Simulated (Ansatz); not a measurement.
# From spin parameters to the magnetic ion

A crystal has the composition MCdF6, where M is a 3d element. A calculation (PBE+U, spin-orbit coupling in second variation, Ansatz) gives:

```
S                            : 1
g                            : ⊥ 1.8698, ∥ 1.9749
D, with anisotropic exchange : +14.3 cm⁻¹ (+428 GHz)
moment in its sphere         : 1.67 μB
```

**Question.** Which ion is it, and why?

The crystal is CrCdF6, space group R-3. The spin sits on Cr, with 6 F at 1.85 Å round it. With the usual charges of the other elements M must be +4. The high-spin ion of that charge with S = 1 in this row is Cr⁴⁺ d². Low-spin ions are left aside. The shift is negative: in a shell less than half full the orbital moment opposes the spin.

[Logs are printed without paths, hosts, clocks, repeated set-up lines and the standing remarks that a program may print on its own settings, such as how far it seeks lower states.]

[Hosts, paths, dates, database ids (printed as entryN), source tags and the programs' standing remarks are cut or masked in the printed files.]
